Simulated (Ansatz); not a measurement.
# Ca on Co(0001): change of the work function, part 3 of 3

Aim: the work function of Co(0001) at several coverages of Ca (fcc site), and the dipole that each adsorbate carries.

Ansatz 0.2.0; plane-wave DFT, PBE, Ansatz PAW.

So far, work function, upper face (eV): step 2 (the clean slab) 4.93; step 3 (37 atoms, coverage 0.111 ML, cell 3x3) 2.21.

## (4) Adsorbate added, k-mesh 6×6×1, coverage 0.25 ML

System of this step: Ca/Co(0001). The cell holds 17 atoms: 16 Co and 1 Ca. Cell: a = 5.020 Å, b = 5.020 Å, c = 26.779 Å, α = 90.0°, β = 90.0°, γ = 60.0°. Vacuum lies along c.

Another coverage, to see how the dipoles act on each other as their distance changes.

The input, input.yaml:

```yaml
crystal:
  lattice:
    - [5.02, 0.0, 0.0]
    - [2.51, 4.347447527, 0.0]
    - [0.0, 0.0, 26.7788580288]
  atoms:
    - { symbol: Co, position: [0.3333333333, 0.3333333333, 0.3360860269], spin: 1.82 }
    - { symbol: Co, position: [0.0, 0.0, 0.4121015911], spin: 1.76 }
    - { symbol: Co, position: [0.3333333333, 0.3333333333, 0.4884830077], spin: 1.74 }
    - { symbol: Co, position: [0.0, 0.0, 0.5611307648], spin: 1.79 }
    - { symbol: Co, position: [0.3333333333, 0.8333333333, 0.3360860269], spin: 1.82 }
    - { symbol: Co, position: [0.0, 0.5, 0.4121015911], spin: 1.76 }
    - { symbol: Co, position: [0.3333333333, 0.8333333333, 0.4884830077], spin: 1.74 }
    - { symbol: Co, position: [0.0, 0.5, 0.5611307648], spin: 1.79 }
    - { symbol: Co, position: [0.8333333333, 0.3333333333, 0.3360860269], spin: 1.82 }
    - { symbol: Co, position: [0.5, 0.0, 0.4121015911], spin: 1.76 }
    - { symbol: Co, position: [0.8333333333, 0.3333333333, 0.4884830077], spin: 1.74 }
    - { symbol: Co, position: [0.5, 0.0, 0.5611307648], spin: 1.79 }
    - { symbol: Co, position: [0.8333333333, 0.8333333333, 0.3360860269], spin: 1.82 }
    - { symbol: Co, position: [0.5, 0.5, 0.4121015911], spin: 1.76 }
    - { symbol: Co, position: [0.8333333333, 0.8333333333, 0.4884830077], spin: 1.74 }
    - { symbol: Co, position: [0.5, 0.5, 0.5611307648], spin: 1.79 }
    - { symbol: Ca, position: [0.1666666667, 0.1666666667, 0.6639139731] }
magnetization:
  spin_polarized: true
kpoints:
  mp_grid: { grid: [6, 6, 1] }
hamiltonian:
  xc: pbe
scf:
  occupations: { method: fermi_dirac, width: 0.1 }
  convergence: { dr2_threshold: 1.0e-08 }
efield:
  axis: 3
  dipole_correction: true
  ramp_position: 0.97
  ramp_width: 0.06
relax:
  f_tol: 0.02
  max_steps: 60
  constraints: [{ sites: [0, 1, 4, 5, 8, 9, 12, 13] }]
output:
  dos: { projected: true, e_range: [-8, 4] }
  write_potential: true
  write_density: true
  volumetric_format: npy
  elf: true
```

Run with:

```console
ansatz run input.yaml --threads 4 --pin off --max-ram 16384MiB --backend cpu --events-out ev --progress --plain --runs-dir out
```

Numbers of over 12 decimals in the logs are rounded to 6 here.

Log:

```text
[...]
Crystal: 17 atoms, lattice volume = 584.427 Å³
Basis set: ecut = 420 eV, 11471 PW (Γ), exchange–correlation on 72×72×360 points (8 copies of the dense FFT grid, shifted against one another)
Bands: 187, of which v1, the nominal top of the filled ones, is band 141 counted from 1 (140 counted from 0)
Symmetry: 6 space group operations
k-points: 7 of 36 (time reversal used)
[...]
Starting moments: Σ|m| = 28.44 μB on 16 of 17 sites
[...]
SCF iter   1: F=—  HF=-83824.998875 eV  |F-HF|=—  |Δ(HF+E_count)|=         —  Δρ=4.14e-2 (↑9.89e-3 ↓4.14e-2)  dr2=4.73e1  dr2_m=2.06e0  M=27.592 μB ∫|m|=28.632 μB  β_m=1.00  ethr=3.10e-3  p=-0.000 e·Å  D=-1.36e-7 V/Å  ΔV_dip=0.00 eV  dr2_dipole=6.48e0  V_vac-E_F(+/−)=7.27/7.27 eV  ⟨swp⟩=9.6  Hψ=13432  notcnv=0  defer=168
[...]
SCF iter  20: F=-83830.338158 eV  HF=-83830.338158 eV  |F-HF|=1.31e-9  |Δ(HF+E_count)|=   7.79e-9  Δρ=5.21e-7 (↑4.09e-7 ↓5.21e-7)  dr2=3.71e-9  dr2_m=1.43e-10  M=27.231 μB ∫|m|=29.926 μB  ethr=3.55e-12  p=0.250 e·Å  D=7.75e-2 V/Å  ΔV_dip=-2.07 eV  dr2_dipole=5.86e-11  V_vac-E_F(+/−)=2.91/4.99 eV  ⟨swp⟩=15.9  Hψ=20744  notcnv=0
SCF 1 converged in 20 iterations: F = -83830.338158 eV  dr2 = 3.71e-9
[...]
relax step   1: F+E_penalty+E_count = -83830.33815762 eV  Δ(F+E_penalty+E_count) = +0.000e0 eV  max|allowed force component| = 1.055e0 eV/Å  Δτ_max = 0.0000 Å  (20 SCF iters, accepted)
[...]
SCF iter  15: F=-83830.515172 eV  HF=-83830.515172 eV  |F-HF|=3.59e-9  |Δ(HF+E_count)|=   4.15e-8  Δρ=5.25e-7 (↑2.45e-7 ↓5.25e-7)  dr2=4.74e-9  dr2_m=2.12e-10  M=27.236 μB ∫|m|=29.922 μB  ethr=2.20e-12  p=0.271 e·Å  D=8.39e-2 V/Å  ΔV_dip=-2.25 eV  dr2_dipole=4.99e-10  V_vac-E_F(+/−)=2.74/4.99 eV  ⟨swp⟩=11.1  Hψ=17251  notcnv=0
SCF 2 converged in 15 iterations: F = -83830.515172 eV  dr2 = 4.74e-9
[...]
relax step   2: F+E_penalty+E_count = -83830.51517243 eV  Δ(F+E_penalty+E_count) = -1.770e-1 eV  max|allowed force component| = 7.345e-1 eV/Å  Δτ_max = 0.1840 Å  (15 SCF iters, accepted)
SCF iter   1: F=—  HF=-83830.643994 eV  |F-HF|=—  |Δ(HF+E_count)|=         —  Δρ=3.90e-3 (↑2.50e-3 ↓3.90e-3)  dr2=4.16e-1  dr2_m=4.02e-2  M=27.132 μB ∫|m|=29.838 μB  β_m=1.00  ethr=6.12e-4  p=0.271 e·Å  D=8.39e-2 V/Å  ΔV_dip=-2.25 eV  dr2_dipole=4.62e-2  V_vac-E_F(+/−)=2.77/5.02 eV  ⟨swp⟩=8.4  Hψ=9709  notcnv=0  defer=209
[...]
SCF iter  16: F=-83830.616857 eV  HF=-83830.616857 eV  |F-HF|=4.66e-10  |Δ(HF+E_count)|=   1.37e-9  Δρ=2.17e-7 (↑1.61e-7 ↓2.17e-7)  dr2=4.90e-10  dr2_m=5.69e-11  M=27.143 μB ∫|m|=29.845 μB  ethr=1.39e-12  p=0.296 e·Å  D=9.15e-2 V/Å  ΔV_dip=-2.45 eV  dr2_dipole=4.95e-11  V_vac-E_F(+/−)=2.54/4.99 eV  ⟨swp⟩=11.2  Hψ=16483  notcnv=0
SCF 3 converged in 16 iterations: F = -83830.616857 eV  dr2 = 4.90e-10
relax step   3: F+E_penalty+E_count = -83830.61685731 eV  Δ(F+E_penalty+E_count) = -1.017e-1 eV  max|allowed force component| = 1.701e-1 eV/Å  Δτ_max = 0.1977 Å  (16 SCF iters, accepted)
[...]
relax step   4: F+E_penalty+E_count = -83830.62592574 eV  Δ(F+E_penalty+E_count) = -9.068e-3 eV  max|allowed force component| = 8.311e-2 eV/Å  Δτ_max = 0.0548 Å  (13 SCF iters, accepted)
SCF iter   1: F=—  HF=-83830.627165 eV  |F-HF|=—  |Δ(HF+E_count)|=         —  Δρ=9.19e-4 (↑6.82e-4 ↓9.19e-4)  dr2=3.73e-3  dr2_m=3.01e-3  M=27.072 μB ∫|m|=29.781 μB  β_m=1.00  ethr=1.32e-5  p=0.300 e·Å  D=9.29e-2 V/Å  ΔV_dip=-2.49 eV  dr2_dipole=6.88e-4  V_vac-E_F(+/−)=2.50/4.99 eV  ⟨swp⟩=3.0  Hψ=5360  notcnv=0  defer=225
[...]
SCF iter  13: F=-83830.627267 eV  HF=-83830.627267 eV  |F-HF|=1.28e-9  |Δ(HF+E_count)|=  5.82e-11  Δρ=4.31e-7 (↑1.73e-7 ↓4.31e-7)  dr2=1.88e-9  dr2_m=1.60e-10  M=27.081 μB ∫|m|=29.792 μB  ethr=1.00e-12  p=0.300 e·Å  D=9.29e-2 V/Å  ΔV_dip=-2.49 eV  dr2_dipole=3.80e-11  V_vac-E_F(+/−)=2.50/4.99 eV  ⟨swp⟩=10.3  Hψ=15454  notcnv=0
SCF 5 converged in 13 iterations: F = -83830.627267 eV  dr2 = 1.88e-9
[...]
relax step   5: F+E_penalty+E_count = -83830.62726651 eV  Δ(F+E_penalty+E_count) = -1.341e-3 eV  max|allowed force component| = 1.422e-2 eV/Å  Δτ_max = 0.0254 Å  (13 SCF iters, accepted)
[...]
SCF converged after 13 iterations
Magnetization: 27.0814 μB (154.5407 up, 127.4593 down)
Absolute magnetization: 29.7996 μB (∫|ρ↑−ρ↓|, with the PAW one-centre terms)
[...]
Per-site moments (μB) at R_I (Å): [(1.835384, 1.030734), (1.763683, 1.024503), (1.738241, 0.997912), (1.651390, 0.996258), (1.835384, 1.030734), (1.763683, 1.024503), (1.738241, 0.997912), (1.651390, 0.996258), (1.835384, 1.030734), (1.763683, 1.024503), (1.738241, 0.997912), (1.651390, 0.996258), (1.838147, 1.030734), (1.758140, 1.030734), (1.743606, 0.996258), (1.811461, 1.035701), (-0.039236, 1.144364)]
Free energy (F): -83830.627267 eV
[...]
Internal energy: -83830.019854 eV  (E = F + TS)
E sigma→0 (E₀):  -83830.323560 eV
Entropy (-TS):   -0.607413 eV (-35.730 meV/atom)
Fermi energy:    3.653859 eV
Dipole field:    D = 0.092864 V/Å  (p = 0.299928 e·Å, saw-weighted, corrected)
Work function:   Φ+ = 2.5023 eV   Φ− = 4.9891 eV
[...]
--- Forces (eV/Å), atoms counted from 1 ---
  atom   1  Co     0.00082452     0.00047604     0.48129518
  atom   2  Co     0.05137428     0.02966096    -0.48094439
  atom   3  Co     0.00940817     0.00543181     0.00321442
  atom   4  Co    -0.00196476    -0.00113436    -0.00700092
  atom   5  Co     0.00000000    -0.00095208     0.48129518
  atom   6  Co    -0.00000000    -0.05932191    -0.48094439
  atom   7  Co     0.00000000    -0.01086362     0.00321442
  atom   8  Co     0.00000000     0.00226871    -0.00700092
  atom   9  Co    -0.00082452     0.00047604     0.48129518
  atom  10  Co    -0.05137428     0.02966096    -0.48094439
  atom  11  Co    -0.00940817     0.00543181     0.00321442
  atom  12  Co     0.00196476    -0.00113436    -0.00700092
  atom  13  Co     0.00000000    -0.00000000     0.47891276
  atom  14  Co    -0.00000000     0.00000000    -0.48940668
  atom  15  Co     0.00000000    -0.00000000     0.01421985
  atom  16  Co    -0.00000000    -0.00000000    -0.00107855
  atom  17  Ca     0.00000000    -0.00000000     0.00765134
  max |Σ_I F_I| component: 8.42e-6 eV/Å
--- Band table (eV; the first three rows and the last of 14) ---
  k-point 0 ↑: bands = [... 137 lower, 2.7348, 2.7348, 2.7393, 2.8740, 2.8740, 2.8899, 2.9446, 2.9446, ... 42 higher]
  k-point 1 ↑: bands = [... 137 lower, 2.6595, 2.6668, 2.6886, 2.7161, 2.7233, 2.7412, 2.7613, 2.8527, ... 42 higher]
  k-point 2 ↑: bands = [... 137 lower, 2.3945, 2.4228, 2.4249, 2.5032, 2.5559, 2.5683, 2.5851, 2.5997, ... 42 higher]
  k-point 6 ↓: bands = [... 137 lower, 4.1968, 4.3610, 4.4164, 4.4192, 4.4221, 4.4331, 4.4912, 4.4930, ... 42 higher]
--- Relaxed structure (5 steps of the walk, 5 accepted, 0 SCFs on fresh bases) ---
  F+E_penalty+E_count = -83830.62726651 eV   max|allowed force component| = 1.422e-2 eV/Å
  atoms:
    - { symbol: Co, position: [0.333333, 0.333333, 0.336086] }
    - { symbol: Co, position: [2.6667121670171407e-17, 2.66671216701714e-17, 0.412102] }
    - { symbol: Co, position: [0.334393, 0.334393, 0.488657] }
    - { symbol: Co, position: [-0.00355081, -0.00355081, 0.560425] }
    - { symbol: Co, position: [0.333333, 0.833333, 0.336086] }
    - { symbol: Co, position: [5.551115123125783e-17, 0.5, 0.412102] }
    - { symbol: Co, position: [0.334393, 0.831215, 0.488657] }
    - { symbol: Co, position: [-0.00355081, 0.507102, 0.560425] }
    - { symbol: Co, position: [0.833333, 0.333333, 0.336086] }
    - { symbol: Co, position: [0.5, 2.66671216701714e-17, 0.412102] }
    - { symbol: Co, position: [0.831215, 0.334393, 0.488657] }
    - { symbol: Co, position: [0.507102, -0.00355081, 0.560425] }
    - { symbol: Co, position: [0.833333, 0.833333, 0.336086] }
    - { symbol: Co, position: [0.500000, 0.5, 0.412102] }
    - { symbol: Co, position: [0.833333, 0.833333, 0.487424] }
    - { symbol: Co, position: [0.500000, 0.5, 0.565465] }
    - { symbol: Ca, position: [0.166667, 0.166667, 0.648048] }
```

Wall time 8 min (4 threads of Arm Neoverse V1, shared host); peak memory 3.2 GiB.

Step by step:

```tsv
step	energy less that of the first step (eV)	largest force component (eV/Å)
1	0.0000	1.0551
2	-0.1770	0.7345
3	-0.2787	0.1701
4	-0.2878	0.0831
5	-0.2891	0.0142
```

The run keeps the 6 symmetry operations that it works with, so distortions that break them were not tested.

The atoms that moved most (Å):

```tsv
atom	dx	dy	dz	length
Ca17	0.000	0.000	-0.425	0.425
Co16	0.000	0.000	0.116	0.116
Co8	0.000	0.031	-0.019	0.036
Co12	0.027	-0.015	-0.019	0.036
Co4	-0.027	-0.015	-0.019	0.036
Co15	0.000	0.000	-0.028	0.028
Co3	0.008	0.005	0.005	0.010
Co7	0.000	-0.009	0.005	0.010
```

The relaxed structure:

```
Co Ca
1.0
     5.02000    0.00000    0.00000
     2.51000    4.34745    0.00000
     0.00000    0.00000   26.77886
Co Ca
16 1
Direct
  0.33333 0.33333 0.33609
  0.00000 0.00000 0.41210
  0.33439 0.33439 0.48866
  0.99645 0.99645 0.56042
  0.33333 0.83333 0.33609
  0.00000 0.50000 0.41210
  0.33439 0.83121 0.48866
  0.99645 0.50710 0.56042
  0.83333 0.33333 0.33609
  0.50000 0.00000 0.41210
  0.83121 0.33439 0.48866
  0.50710 0.99645 0.56042
  0.83333 0.83333 0.33609
  0.50000 0.50000 0.41210
  0.83333 0.83333 0.48742
  0.50000 0.50000 0.56547
  0.16667 0.16667 0.64805
```

This step gave:

| Quantity | Value |
| --- | --- |
| energy at zero smearing | -83830.3236 eV |
| total moment | 27.08 μB |
| work function, upper face | 2.502 eV |
| work function, lower face | 4.989 eV |
| dipole along the normal | 0.2999 e·Å |
| step between the vacuum levels | -2.487 eV |

Running mean over 2.03561 Å of the planar mean; the ramp of the sawtooth is left out. Table of electron's electrostatic potential energy less the Fermi level by z:

z (Å), electron's electrostatic potential energy less the Fermi level (eV) and a bar from the least value:
```
        4        5.0 ##############################
        5        5.0 ##############################
        6        4.9 ##############################
        7        4.2 #############################
        8       -3.5 ##############
        9      -10.3 ##
       10      -10.5 ##
       11      -10.5 #
       12      -10.5 ##
       13      -10.6 #
       14      -11.3 
       15      -10.5 ##
       16       -5.7 ##########
       17       -1.8 ##################
       18       -1.7 ##################
       19        1.1 #######################
       20        2.2 #########################
       21        2.4 #########################
       22        2.5 #########################
       23        2.5 #########################
```

The density of states has structure finer than the step of the table below, so its rows give means over 0.5 eV, whole bins alone (the curve runs from -8 to 1.98 eV). Peaks (eV: height): total -2.62: 56.9, -2.47: 51.7, -2.08: 60.4, -1.35: 48.0, -1.26: 47.4, -1.11: 60.2, -0.87: 82.8; up -2.89: 33.0, -2.62: 51.4, -2.47: 40.4, -2.08: 39.2, -1.74: 30.9, -1.11: 44.8, -0.87: 38.7; down -2.26: 26.6, -1.35: 29.4, -0.87: 44.1, -0.36: 29.6, 0.84: 39.9, 0.93: 34.7, 1.11: 42.4.

Density of states against energy, zero at the Fermi level; means over each step; values in states/eV a cell:

```tsv
energy (eV)	total	up	down
-7.5	0.918	0.468	0.450
-7.0	2.11	1.10	1.01
-6.5	1.94	1.01	0.931
-6.0	2.75	1.43	1.32
-5.5	2.77	1.63	1.14
-5.0	9.10	7.23	1.87
-4.5	15.3	12.7	2.62
-4.0	16.2	11.1	5.05
-3.5	22.0	14.6	7.49
-3.0	26.4	17.4	8.99
-2.5	39.6	27.6	12.0
-2.0	30.7	19.2	11.6
-1.5	36.9	20.8	16.2
-1.0	50.9	26.4	24.5
-0.5	24.2	6.40	17.8
0.0	16.5	3.98	12.5
0.5	20.3	2.45	17.9
1.0	29.1	3.77	25.3
1.5	10.3	3.45	6.86
```

Projected DOS per atom over height of the atomic layer and energy from the Fermi level. Layers: Co4 Co4 Co4 Co4 Ca from below.

Values in states/eV, 22 rows by 5 columns, each cell a mean:
```
0.27 0.21 0.22 0.28 0.14
0.90 1.15 1.09 0.90 0.28
1.61 1.69 1.65 1.35 0.31
1.37 0.91 0.97 1.33 0.60
1.01 0.90 0.84 1.10 0.37
1.63 1.49 1.51 1.46 0.33
3.17 2.92 3.08 2.97 0.24
2.70 2.20 1.93 2.63 0.21
1.83 1.43 1.38 1.83 0.62
2.83 2.33 2.25 2.75 0.22
2.04 1.88 1.89 2.25 0.13
1.17 1.51 1.54 1.31 0.09
1.11 1.30 1.28 1.16 0.02
0.85 1.25 1.28 0.86 0.03
0.53 0.99 1.10 0.66 0.03
0.32 0.51 0.59 0.38 0.03
0.16 0.16 0.18 0.18 0.03
0.11 0.21 0.21 0.14 0.01
0.10 0.14 0.13 0.11 0.01
0.10 0.17 0.17 0.12 0.01
0.03 0.09 0.10 0.04 0.00
0.02 0.08 0.09 0.03 0.00
```
Columns: height of the atomic layer (Å) from 9 to 17.4 (not evenly spaced); rows upwards: energy from the Fermi level (eV) from -7.96 to 1.95.

Projected DOS per atom, spin up over height of the atomic layer and energy from the Fermi level. Layers: Co4 Co4 Co4 Co4 Ca from below.

Ten even steps from '0' (0.00 states/eV) to '9' (1.96 states/eV), each cell a mean:
```
00000
00000
00100
00001
11111
11221
69970
86560
74460
96790
86680
34440
44440
34430
23420
12210
00000
00000
00000
00000
00000
00000
```
Columns: height of the atomic layer (Å) from 9 to 17.4 (not evenly spaced); rows upwards: energy from the Fermi level (eV) from -7.96 to 1.95.

Projected DOS per atom, spin down over height of the atomic layer and energy from the Fermi level. Layers: Co4 Co4 Co4 Co4 Ca from below.

Ten even steps from '_' (0.00 states/eV) to '@' (1.81 states/eV), each cell a mean:
```
..____..__
==++++==__
%%%%##**..
##====**..
==----==__
##**++++__
@@**##%%__
**++==**__
::::::--::
==++====__
::------__
::----::__
..::::..__
........__
__....____
__________
__________
__________
__________
__________
__________
__________
```
Columns: height of the atomic layer (Å) from 9 to 17.4 (not evenly spaced); rows upwards: energy from the Fermi level (eV) from -7.96 to 1.95.

Site moment by atom:

```tsv
atom	site moment (μB)
Co1	1.84
Co2	1.76
Co3	1.74
Co4	1.65
Co5	1.84
Co6	1.76
Co7	1.74
Co8	1.65
Co9	1.84
Co10	1.76
Co11	1.74
Co12	1.65
Co13	1.84
Co14	1.76
Co15	1.74
Co16	1.81
Ca17	-0.04
```

Spin density in the ca plane at fractional y = 0.000, with atoms of Co within 0.2 Å of it.

Values in e/Å³, 7 rows by 16 columns, each cell a mean:
```
0.0 0.0 0.8 0.5 0.0 0.0 0.8 0.5 0.0 0.0 0.0 0.0 0.0 0.0 0.0 0.0
0.1 0.1 0.0 0.0 0.1 0.1 0.0 0.0 0.0 0.0 0.0 0.0 0.0 0.0 0.0 0.0
0.0 0.0 0.3 0.2 0.0 0.0 0.4 0.2 0.0 0.0 0.0 0.0 0.0 0.0 0.0 0.0
0.0 0.0 1.8 1.2 0.0 0.0 1.8 1.0 0.0 0.0 0.0 0.0 0.0 0.0 0.0 0.0
0.0 0.0 0.1 0.1 0.0 0.0 0.1 0.1 0.0 0.0 0.0 0.0 0.0 0.0 0.0 0.0
0.1 0.0 0.0 0.0 0.0 0.0 0.0 0.0 0.0 0.0 0.0 0.0 0.0 0.0 0.0 0.0
0.0 0.0 1.4 1.0 0.0 0.0 1.4 0.8 0.0 0.0 0.0 0.0 0.0 0.0 0.0 0.0
```
Columns run along c (16.0 Å, from fractional 0.31 to 0.91 of the cell), rows up along a (5.0 Å). Atoms in or near the plane, at fractional coordinates: Co at (0.41, 0.00), Co at (0.56, 0.00), Co at (0.41, 0.50), Co at (0.56, 0.51).

Valence density in the ca plane at fractional y = 0.000, with atoms of Co within 0.2 Å of it. It is the smooth field of the valence electrons, not physical close to the nuclei.

Ten steps, logarithmic in the rise over the least value, from '0' (0 e/Å³) to '9' (36 e/Å³), each cell a mean:
```
01111158852111112588520000000000000000000000
11211124421112111244210000000000000000000000
12321111111123211111100000000000000000000000
12321111111123211111100000000000000000000000
11211124421112111244210000000000000000000000
01111158852111112588520000000000000000000000
01111259962111112699620000000000000000000000
01111136641111111366310001000000000000000000
12221112211112211122110122200000000000000000
12321111111123211111100123210000000000000000
12221112211112211122110122200000000000000000
01111136641111111366310001000000000000000000
01111259962111112699620000000000000000000000
```
Columns run along c (16.0 Å, from fractional 0.31 to 0.91 of the cell), rows up along a (5.0 Å). Atoms in or near the plane, at fractional coordinates: Co at (0.41, 0.00), Co at (0.56, 0.00), Co at (0.41, 0.50), Co at (0.56, 0.51).

ELF in the ca plane at fractional y = 0.000, with atoms of Co within 0.2 Å of it. It is the smooth field of the valence electrons, not physical close to the nuclei.

Values, 7 rows by 16 columns, each cell a mean:
```
0.27 0.25 0.40 0.35 0.26 0.25 0.43 0.34 0.23 0.16 0.24 0.29 0.13 0.03 0.00 0.00
0.19 0.19 0.24 0.25 0.19 0.19 0.24 0.25 0.30 0.29 0.30 0.25 0.10 0.02 0.00 0.00
0.22 0.23 0.31 0.28 0.23 0.22 0.33 0.27 0.26 0.21 0.27 0.28 0.12 0.03 0.00 0.00
0.36 0.30 0.58 0.50 0.31 0.29 0.59 0.48 0.15 0.07 0.11 0.33 0.18 0.04 0.01 0.00
0.19 0.21 0.24 0.24 0.20 0.20 0.24 0.26 0.24 0.58 0.10 0.33 0.24 0.05 0.01 0.00
0.19 0.20 0.23 0.24 0.19 0.19 0.23 0.28 0.28 0.68 0.11 0.33 0.25 0.05 0.01 0.00
0.33 0.28 0.51 0.44 0.29 0.28 0.52 0.42 0.14 0.13 0.09 0.34 0.19 0.04 0.01 0.00
```
Columns run along c (16.0 Å, from fractional 0.31 to 0.91 of the cell), rows up along a (5.0 Å). Atoms in or near the plane, at fractional coordinates: Co at (0.41, 0.00), Co at (0.56, 0.00), Co at (0.41, 0.50), Co at (0.56, 0.51).

The relaxation took 5 steps and lowered the energy by 0.29 eV; the largest force on the free atoms ends at 0.014 eV/Å.

By hand: a sheet of dipoles makes a step −p/(ε₀A) in the electron's potential. With e/ε₀ = 180.95 V·Å, p = 0.2999 e·Å and A = 21.82 Å², that is −180.95 × (0.2999) / 21.82 = -2.487 eV, and the two vacuum levels of the run differ by -2.487 eV.

The covered face has 2.50 eV, -2.42 eV against the clean one; the bare back face has moved by +0.00 eV, a measure of how thin the slab is.

## (5) Work function against coverage

This step: plane-wave DFT, PBE, Ansatz PAW; work function against coverage (Ansatz 0.2.0).

The runs are now put side by side.

Numbers from this step:

```
work function of the clean face     : 4.925 eV
largest change of the work function : -2.716 eV
```

Work function of the covered face against coverage:

```tsv
coverage (adsorbates/nm²)	work function of the covered face (eV)
0.00	4.93
2.04	2.21
4.58	2.50
```

The dipole per adsorbate comes from the change of the cell's dipole. Coverage, by row:

```tsv
coverage (1/nm²)	coverage (ML)	work function (eV)	change (eV)	dipole per adsorbate, positive end outwards (debye)	mean height of the added atoms over the highest substrate atom (Å)
2.036	0.1111	2.209	-2.716	3.516	2.224
4.582	0.25	2.502	-2.423	1.404	2.211
```

## (6) Results

```json
{
 "work function of the clean face": "4.93 eV",
 "work function at 0.11 ML": "2.21 eV",
 "work function at 0.25 ML": "2.50 eV",
 "dipole per adsorbate at 0.11 ML, positive end outwards": "3.52 D"
}
```

In words: Ca lowers the work function of Co(0001) at the lowest coverage, by 2.72 eV: the adsorbate layer has its positive end outwards. The slab has 4 layers, at the tabulated experimental lattice constant, one starting site was run, and quantum-size effects of a slab this thin can reach one or two tenths of an eV. The magnetic order is the one reached from the typed start; other orders were not compared.

[Logs are printed without paths, hosts, clocks, repeated set-up lines and the standing remarks that a program may print on its own settings, such as how far it seeks lower states.]

[Hosts, paths, dates, database ids (printed as entryN), source tags and the programs' standing remarks are cut or masked in the printed files.]

[Maps of the electrostatic potential energy from Ansatz leave out the sawtooth potential of an applied field or a dipole correction, so their vacuum need not be flat; planar profiles and work functions include it.]
